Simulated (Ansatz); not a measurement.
# MoS2 (P6_3/mmc): zone-centre modes under pressure

Wanted: Grüneisen parameters and pressure coefficients of the modes of MoS2 (P6_3/mmc).

Main program and level: Ansatz 0.2.0; DFT PBE+D3(BJ), scalar-relativistic, plane waves, PAW; PAW set soft_1.

This is a report of a sequence of runs, with most program output left out.

The database entry behind the starting cell differs from later determinations by our own check (about 0.3 % long), so it need not match the best structure at ambient conditions.

**1. The structure**

It takes space group P6_3/mmc (No. 194, hexagonal). The conventional cell has a = 3.169 Å, b = 3.169 Å, c = 12.324 Å, α = 90.00°, β = 90.00°, γ = 120.00°. Nearest to S lie 3 Mo at 2.41 Å. Nearest to Mo lie 6 S at 2.41 Å. Farther neighbours and most contacts between anions are not listed.

**2. Bringing the structure to rest**

Harmonic phonons are second derivatives at a point where the forces vanish, and they are wanted at zero stress, so atoms and cell are relaxed first.

Contents of input.yaml:

```yaml
crystal:
  lattice:
    - [3.169, 0.0, 0.0]
    - [-1.5845, 2.7444345046, 0.0]
    - [0.0, 0.0, 12.324]
  atoms:
    - { symbol: S, position: [0.33333333, 0.66666667, 0.623] }
    - { symbol: S, position: [0.66666667, 0.33333333, 0.123] }
    - { symbol: S, position: [0.33333333, 0.66666667, 0.877] }
    - { symbol: S, position: [0.66666667, 0.33333333, 0.377] }
    - { symbol: Mo, position: [0.33333333, 0.66666667, 0.25] }
    - { symbol: Mo, position: [0.66666667, 0.33333333, 0.75] }
kpoints:
  mp_grid: { grid: [12, 12, 4] }
hamiltonian:
  xc: pbe
  dispersion: d3bj
  pseudopotentials: { kind: paw, azcp: { folder: soft_1 } }
scf:
  occupations: { method: gaussian, width: 0.02 }
output:
  forces: true
  stress: true
  eigenvalues: true
  write_density: true
  write_potential: true
  elf: true
  volumetric_format: npy
relax:
  adjacent_minimum: "off"
  f_tol: 0.005
  max_steps: 80
  cell: { stress_tol: 0.05 }
```

On the command line:

```sh
> ansatz run input.yaml --threads 4 --pin off --max-ram 16384MiB --backend cpu --events-out ev --progress --plain --runs-dir out
```

It took 22 s on 4 threads of Arm Neoverse V1, shared host; peak memory 0.58 GiB.

The steps of the relaxation:

```
step  energy less that of the first step (eV)  largest force component (eV/Å)  pressure (GPa)  volume (Å³)
   1                                   0.0000                          0.0615           -1.90       107.18
   2                                   0.0107                          0.2115            1.35       100.74
   3                                  -0.0152                          0.0542           -0.46       104.43
   4                                  -0.0161                          0.0211           -0.05       103.76
   5                                  -0.0162                          0.0023            0.02       103.85
  6*                                  -0.0156                          0.0025            0.02       103.85
```

Relaxation steps marked * repeat the geometry before them on a plane-wave basis chosen anew for their cell, so energy and pressure can jump there. Relaxation step 2 was tried and not accepted.

The run keeps the 24 symmetry operations that it works with, so distortions that break them were not tested.

```
conventional cell, symmetrised  before   after  change
                         a (Å)   3.169   3.149  -0.6 %
                         b (Å)   3.169   3.149  -0.6 %
                         c (Å)  12.324  12.091  -1.9 %
              volume (Å³/atom)   17.86   17.31  -3.1 %
```

The atoms that moved most (Å, as changes of fractional coordinates times the final cell):

```
atom     dx     dy      dz  length
  S1  0.000  0.000  -0.030   0.030
  S4  0.000  0.000   0.030   0.030
  S2  0.000  0.000  -0.030   0.030
  S3  0.000  0.000   0.030   0.030
```

The relaxed structure:

```xyz
6
Lattice="3.1492 0.0000 0.0000 -1.5746 2.7273 0.0000 0.0000 0.0000 12.0909" Properties=species:S:1:pos:R:3 pbc="T T T"
S     0.0000    1.8182    7.5024
S     1.5746    0.9091    1.4570
S     0.0000    1.8182   10.6340
S     1.5746    0.9091    4.5885
Mo    0.0000    1.8182    3.0227
Mo    1.5746    0.9091    9.0682
```

This step gave:

```
pressure          : 0.01788 GPa
gap on the k-mesh : 0.7855 eV
volume per atom   : 17.31 Å³
```

ELF in the ac plane at fractional y = 0.333, with atoms of S and Mo within 0.2 Å of it. It is the smooth field of the valence electrons, not physical close to the nuclei.

Ten even steps from '0' (0.03) to '9' (0.92), each cell a mean:
```
1344321000000000
6788765310000024
7888876531111246
6777765422222235
2455432245666532
2222213677556764
1233212567667753
4566643234444323
7788776432111246
7888876421001135
5677653100000012
0111100001121100
1000013578998864
6200158999889998
7411368862001588
6311258885324788
2111124566666664
2233321122222211
1222222234444332
4211135787667876
7421368873001588
7411268985334788
4100136899999997
0000001346676531
```
Columns run along a (3.1 Å), rows up along c (12.1 Å). Atoms in or near the plane, at fractional coordinates: S at (0.67, 0.12), S at (0.67, 0.38), Mo at (0.67, 0.75).

Valence density in the ac plane at fractional y = 0.333, with atoms of S and Mo within 0.2 Å of it. It is the smooth field of the valence electrons, not physical close to the nuclei.

Values in e/Å³, 24 rows by 16 columns, each cell a mean:
```
0.1 0.1 0.1 0.1 0.1 0.1 0.1 0.1 0.1 0.1 0.0 0.0 0.0 0.1 0.1 0.1
0.2 0.3 0.3 0.3 0.3 0.3 0.2 0.1 0.1 0.1 0.1 0.1 0.1 0.1 0.1 0.2
0.4 0.5 0.6 0.6 0.5 0.5 0.4 0.3 0.2 0.2 0.1 0.1 0.2 0.2 0.2 0.3
0.4 0.5 0.5 0.5 0.5 0.5 0.4 0.4 0.4 0.4 0.4 0.4 0.4 0.4 0.4 0.4
0.4 0.4 0.3 0.3 0.3 0.4 0.5 0.8 1.5 2.4 3.1 3.2 2.7 1.8 1.0 0.6
0.5 0.3 0.3 0.2 0.3 0.4 0.8 2.1 4.1 5.9 6.7 6.8 6.3 4.8 2.7 1.1
0.4 0.3 0.3 0.3 0.3 0.4 0.7 1.6 3.2 4.9 5.8 5.9 5.3 3.8 2.1 0.9
0.4 0.4 0.4 0.4 0.4 0.4 0.4 0.5 0.8 1.2 1.5 1.6 1.3 0.9 0.6 0.4
0.5 0.5 0.6 0.6 0.6 0.5 0.4 0.3 0.3 0.3 0.2 0.2 0.2 0.3 0.3 0.4
0.3 0.4 0.5 0.5 0.5 0.4 0.3 0.2 0.2 0.1 0.1 0.1 0.1 0.1 0.2 0.3
0.2 0.2 0.2 0.2 0.2 0.2 0.1 0.1 0.1 0.1 0.1 0.0 0.1 0.1 0.1 0.1
0.1 0.1 0.1 0.1 0.1 0.1 0.1 0.1 0.1 0.1 0.1 0.1 0.1 0.1 0.1 0.1
0.1 0.1 0.0 0.0 0.1 0.1 0.1 0.2 0.2 0.3 0.4 0.4 0.3 0.3 0.2 0.1
0.2 0.1 0.1 0.1 0.1 0.2 0.3 0.6 0.8 1.0 1.1 1.1 1.0 0.9 0.7 0.4
0.4 0.2 0.2 0.2 0.2 0.3 0.6 0.9 1.1 0.9 0.5 0.4 0.7 1.1 1.0 0.7
0.4 0.3 0.2 0.2 0.3 0.4 0.6 0.9 1.1 1.0 0.9 0.8 1.0 1.1 1.0 0.7
0.4 0.4 0.4 0.4 0.4 0.4 0.4 0.5 0.6 0.7 0.7 0.7 0.7 0.6 0.5 0.5
0.5 0.7 0.9 0.9 0.8 0.6 0.4 0.3 0.3 0.3 0.3 0.3 0.3 0.3 0.3 0.4
0.4 0.6 0.7 0.7 0.6 0.5 0.4 0.4 0.4 0.4 0.4 0.4 0.4 0.4 0.4 0.4
0.4 0.3 0.3 0.3 0.3 0.4 0.5 0.7 0.8 0.9 0.9 0.9 0.9 0.9 0.7 0.5
0.5 0.3 0.2 0.2 0.2 0.4 0.6 0.9 1.1 0.9 0.6 0.5 0.8 1.1 1.0 0.7
0.3 0.2 0.1 0.1 0.2 0.3 0.5 0.8 1.1 1.0 0.8 0.8 0.9 1.1 0.9 0.6
0.2 0.1 0.1 0.1 0.1 0.1 0.2 0.4 0.6 0.7 0.8 0.9 0.8 0.6 0.4 0.3
0.1 0.0 0.0 0.0 0.0 0.1 0.1 0.1 0.1 0.2 0.2 0.2 0.2 0.2 0.1 0.1
```
Columns run along a (3.1 Å), rows up along c (12.1 Å). Atoms in or near the plane, at fractional coordinates: S at (0.67, 0.12), S at (0.67, 0.38), Mo at (0.67, 0.75).

Electrostatic potential energy in the ac plane at fractional y = 0.333, with atoms of S and Mo within 0.2 Å of it. With pseudopotentials it is smooth inside the atoms' cores, unlike the true potential.

Ten even steps from '_' (-42 eV) to '@' (16 eV), each cell a mean:
```
@@@@@@@@@@@@@@@@@@@@@@@@@@@@@@@@
@@@@%%%%@@@@@@@@@@@@@@@@@@@@@@@@
%%%%######%%%%@@@@@@@@@@@@@@@@@@
%%%%%%%%%%%%%%%%%%%%%%%%%%%%%%%%
%%%%@@@@%%%%##**==::....::--++##
##%%@@@@%%%%++::____________..==
##%%@@@@%%%%**--____________::++
%%%%%%%%%%%%%%##**++======**##%%
%%%%####%%%%%%@@@@@@@@@@@@@@@@@@
%%%%%%%%%%%%@@@@@@@@@@@@@@@@@@@@
@@@@@@@@@@@@@@@@@@@@@@@@@@@@@@@@
@@@@@@@@@@@@@@@@@@@@@@@@@@@@@@@@
@@@@@@@@@@@@@@@@@@@@@@@@@@@@@@@@
@@@@@@@@@@@@%%##++==------++##%%
%%@@@@@@@@@@##==::::----::..--##
%%@@@@@@@@%%%%**--::::::::--++##
%%%%####%%%%%%%%%%##****####%%%%
##**++++**####%%%%@@@@@@@@@@%%%%
####******##%%%%%%%%%%%%%%%%%%%%
%%%%%%%%%%%%%%%%**++====++**##%%
%%@@@@@@@@%%##++::..::--::..==##
%%@@@@@@@@@@%%++::::::::::::==##
@@@@@@@@@@@@@@%%##********##%%@@
@@@@@@@@@@@@@@@@@@@@@@@@@@@@@@@@
```
Columns run along a (3.1 Å; values clipped at the 3rd and 97th percentile), rows up along c (12.1 Å). Atoms in or near the plane, at fractional coordinates: S at (0.67, 0.12), S at (0.67, 0.38), Mo at (0.67, 0.75).

In this step the volume went from 17.86 to 17.31 Å³/atom.

**3. Tight relaxation**

Phonons need small forces and stress, so the relaxation is finished with tight tolerances on 12×12×4 k points.

Contents of input.yaml:

```yaml
crystal:
  lattice:
    - [3.1492304797, 0.0, 0.0]
    - [-1.5746152398, 2.7273135978, 0.0]
    - [0.0, 0.0, 12.0909188657]
  atoms:
    - { symbol: S, position: [0.3333333333, 0.6666666667, 0.620500484] }
    - { symbol: S, position: [0.6666666667, 0.3333333333, 0.120500484] }
    - { symbol: S, position: [0.3333333333, 0.6666666667, 0.879499516] }
    - { symbol: S, position: [0.6666666667, 0.3333333333, 0.379499516] }
    - { symbol: Mo, position: [0.3333333333, 0.6666666667, 0.25] }
    - { symbol: Mo, position: [0.6666666667, 0.3333333333, 0.75] }
kpoints:
  mp_grid: { grid: [12, 12, 4] }
hamiltonian:
  xc: pbe
  dispersion: d3bj
  pseudopotentials: { kind: paw, azcp: { folder: soft_1 } }
scf:
  occupations: { method: fixed }
output:
  forces: true
  stress: true
  eigenvalues: true
relax:
  adjacent_minimum: "off"
  f_tol: 0.001
  max_steps: 60
  cell: { stress_tol: 0.01 }
```

Elapsed: 13 s, on 4 threads; peak memory 0.56 GiB; 49 s of CPU time.

Little changed from the start: no atom moved by 0.005 Å and no cell edge by 0.1 %.

Numbers from this step:

```yaml
pressure: -1.52e-4 GPa
gap_on_the_k_mesh: 0.7848 eV
```

The largest force component left is 0.17 meV/Å and the pressure is 0.000 GPa, within the tolerances set. The cell now holds 17.31 Å³/atom.

**4. Modes at rest**

The modes at rest are the reference of the series, and the response to a field gives the dielectric tensor and the Born charges.

input.yaml, the sections that differ from step 3:

```yaml
crystal:
  lattice:
    - [3.1493783958, 0.0, 0.0]
    - [-1.5746891979, 2.7274416969, 0.0]
    - [0.0, 0.0, 12.0896935975]
  atoms:
    - { symbol: S, position: [0.3333333333, 0.6666666667, 0.6204829797] }
    - { symbol: S, position: [0.6666666667, 0.3333333333, 0.1204829797] }
    - { symbol: S, position: [0.3333333333, 0.6666666667, 0.8795170203] }
    - { symbol: S, position: [0.6666666667, 0.3333333333, 0.3795170203] }
    - { symbol: Mo, position: [0.3333333333, 0.6666666667, 0.25] }
    - { symbol: Mo, position: [0.6666666667, 0.3333333333, 0.75] }
output:
  eigenvalues: true
phonons:
  method: dfpt
  dielectric: true
  rigid_motions: translations
  raman: true
# kpoints, hamiltonian, scf: as in step 3
# relax: removed
```

The job ended after 11 min (4 threads; peak memory 2.6 GiB).

This step gave:

```
sum-rule residual before enforcement                    : 1.12e-4 eV/Å²
miss of the charge sum rule                             : 0.007692 e
estimated error of the dielectric tensor                : 0.07362
estimated error of the Born charges                     : 0.01771 e
point group                                             : 6/mmm
highest optical mode at the zone centre (no LO-TO term) : 469.0 cm⁻¹
lowest optical zone-centre mode                         : 35.8 cm⁻¹
mean high-frequency dielectric constant                 : 12.75
largest Born charge (third of the trace)                : -0.9279 e
mean static dielectric constant                         : 12.89
top of the zone-centre spectrum with the field          : 469.0 cm⁻¹
```

Without the LO-TO term. Patterns of degenerate modes are one choice out of their space. The modes at Γ (shares of kinetic energy by element, %):

```
mode  frequency (cm⁻¹)  symmetry  S %  Mo %
   1               0.0  acoustic   40    60
   2               0.0  acoustic   40    60
   3               0.0  acoustic   40    60
   4              35.8       E2g   40    60
   5              35.8       E2g   40    60
   6              62.3       B1g   39    61
   7             281.3       E2u  100     0
   8             281.3       E2u  100     0
   9             284.5       E1g  100     0
  10             284.5       E1g  100     0
  11             380.0       E2g   60    40
  12             380.0       E2g   60    40
  13             380.3       E1u   60    40
  14             380.3       E1u   60    40
  15             401.6       B2u  100     0
  16             410.5       A1g  100     0
  17             463.4       A2u   60    40
  18             469.0       B1g   61    39
```

Displacements in mode 5 (35.8 cm⁻¹), the largest set to 1:
```
S1   0.08  0.99  0.00
S2  -0.08 -0.99  0.00
S3   0.08  0.99  0.00
S4  -0.08 -0.99  0.00
Mo5 -0.08 -1.00  0.00
Mo6  0.08  1.00  0.00
```

Displacements in mode 17 (463.4 cm⁻¹), the largest set to 1:
```
S1   0.00  0.00 -1.00
S2   0.00  0.00 -1.00
S3   0.00  0.00 -1.00
S4   0.00  0.00 -1.00
Mo5  0.00  0.00  0.67
Mo6  0.00  0.00  0.67
```

Optical modes at the zone centre, without and with the macroscopic field of the longitudinal modes; each column is sorted by frequency, so a row need not hold one and the same mode. Modes with and without the field, by row:

```
rank among optical modes  no field (cm⁻¹)  q along (1, 0, 0) (cm⁻¹)  q along (0, 0, 1) (cm⁻¹)
                       1             35.8                      35.8                      35.8
                       2             35.8                      35.8                      35.8
                       3             62.3                      62.3                      62.3
                       4            281.3                     281.3                     281.3
                       5            281.3                     281.3                     281.3
                       6            284.5                     284.5                     284.5
                       7            284.5                     284.5                     284.5
                       8              380                       380                       380
                       9              380                       380                       380
                      10            380.3                     380.3                     380.3
                      11            380.3                     382.5                     380.3
                      12            401.6                     401.6                     401.6
                      13            410.5                     410.5                     410.5
                      14            463.4                     463.4                     465.3
                      15              469                       469                       469
```

Born charge (rows field, columns displacement) (e), principal values of the symmetric part by kind of site:

```
atom  atoms with these values    low  middle   high   mean
  S1                        4   0.36    0.51   0.51   0.46
 Mo5                        2  -1.03   -1.03  -0.73  -0.93
```

In full for S1:

```
0.51 0.00 0.00
0.00 0.51 0.00
0.00 0.00 0.36
```

High-frequency dielectric tensor:

```
15.55  0.00  0.00
 0.00 15.55  0.00
 0.00  0.00  7.15
```

Static dielectric tensor (ions relaxed, fixed cell):

```
15.73  0.00  0.00
 0.00 15.73  0.00
 0.00  0.00  7.21
```

Transverse modes. Infrared lines, with heights relative to the strongest:

```
position (cm⁻¹)  lines merged  relative intensity
             36             1                 0.0
             62             1                 0.0
            281             1                 0.0
            284             1                 0.0
            380             2                 100
            402             1                 0.0
            410             1                 0.0
            463             1                  25
            469             1                 0.0
```

Activity x (w_L - w)^4 (n + 1)/w, 532 nm, 300 K; the tensors are static ones, while 532 nm light lies above the computed direct gap, where resonance would change the heights; modes without the macroscopic field alone. Lines of the Raman spectrum (strongest = 100):

```
position (cm⁻¹)  lines merged  relative intensity
             36             1                  19
             62             1                 0.0
            281             1                 0.0
            284             1                 0.0
            380             2                  52
            402             1                 0.0
            410             1                 100
            463             1                 0.0
            469             1                 0.0
```

Before it was imposed, the acoustic sum rule was missed by 1.1e-4 eV/Å² and the charge sum rule by 0.0077 e. Small misses are needed for a sound result but don't prove that mesh and cutoff are converged. The lowest optical mode is real, 35.8 cm⁻¹.

**5. A member of the series: 1.06 times the volume at rest**

The cell is set to 1.06 times the volume at rest, and shape and atoms relax at that volume.

Contents of input.yaml:

```yaml
crystal:
  lattice:
    - [3.1838995055, 0.0, 0.0]
    - [-1.5919497527, 2.7573378548, 0.0]
    - [0.0, 0.0, 12.5386893992]
  atoms:
    - { symbol: S, position: [0.3333333333, 0.6666666667, 0.6244128751] }
    - { symbol: S, position: [0.6666666667, 0.3333333333, 0.1244128751] }
    - { symbol: S, position: [0.3333333333, 0.6666666667, 0.8755871249] }
    - { symbol: S, position: [0.6666666667, 0.3333333333, 0.3755871249] }
    - { symbol: Mo, position: [0.3333333333, 0.6666666667, 0.25] }
    - { symbol: Mo, position: [0.6666666667, 0.3333333333, 0.75] }
kpoints:
  mp_grid: { grid: [12, 12, 4] }
hamiltonian:
  xc: pbe
  dispersion: d3bj
  pseudopotentials: { kind: paw, azcp: { folder: soft_1 } }
scf:
  occupations: { method: gaussian, width: 0.02 }
output:
  forces: true
  stress: true
  eigenvalues: true
relax:
  adjacent_minimum: "off"
  f_tol: 0.001
  max_steps: 60
  cell: { stress_tol: 0.01, fix: [volume] }
```

Run time: 19 s. Hardware: 4 threads; peak memory 0.58 GiB; 72 s of CPU time.

Relaxation path:

```
step  energy less that of the first step (eV)  largest force component (eV/Å)  pressure (GPa)  volume (Å³)
   1                                   0.0000                          0.2986           -4.10       110.08
   2                                  -0.0130                          0.1030           -1.22       110.08
   3                                  -0.0143                          0.0120           -1.92       110.08
   4                                  -0.0144                          0.0031           -1.92       110.08
   5                                  -0.0144                          0.0000           -1.90       110.08
  6*                                  -0.0144                          0.0000           -1.90       110.08
```

Relaxation steps marked * repeat the geometry before them on a plane-wave basis chosen anew for their cell, so energy and pressure can jump there.

The run keeps the 24 symmetry operations that it works with, so distortions that break them were not tested.

```
conventional cell, symmetrised  before   after  change
                         a (Å)   3.184   3.169  -0.5 %
                         b (Å)   3.184   3.169  -0.5 %
                         c (Å)  12.539  12.660  +1.0 %
              volume (Å³/atom)   18.35   18.35  -0.0 %
```

The atoms that moved most (Å, as changes of fractional coordinates times the final cell):

```
atom     dx     dy      dz  length
  S2  0.000  0.000   0.026   0.026
  S1  0.000  0.000   0.026   0.026
  S4  0.000  0.000  -0.026   0.026
  S3  0.000  0.000  -0.026   0.026
```

The relaxed structure:

```xyz
6
Lattice="3.1686 0.0000 0.0000 -1.5843 2.7441 0.0000 0.0000 0.0000 12.6602" Properties=species:S:1:pos:R:3 pbc="T T T"
S     0.0000    1.8294    7.9308
S     1.5843    0.9147    1.6007
S     0.0000    1.8294   11.0595
S     1.5843    0.9147    4.7294
Mo    0.0000    1.8294    3.1651
Mo    1.5843    0.9147    9.4952
```

Numbers from this step:

| Item | Value |
| --- | --- |
| pressure | -1.899 GPa |
| gap on the k-mesh | 1.029 eV |
| volume per atom | 18.35 Å³ |

The largest force component left is 0.019 meV/Å, at a pressure of -1.90 GPa.

(Continued in part 2 of 2.)

[Logs are printed without paths, hosts, clocks, repeated set-up lines and the standing remarks that a program may print on its own settings, such as how far it seeks lower states.]

[Hosts, paths, dates, database ids (printed as entryN), source tags and the programs' standing remarks are cut or masked in the printed files.]
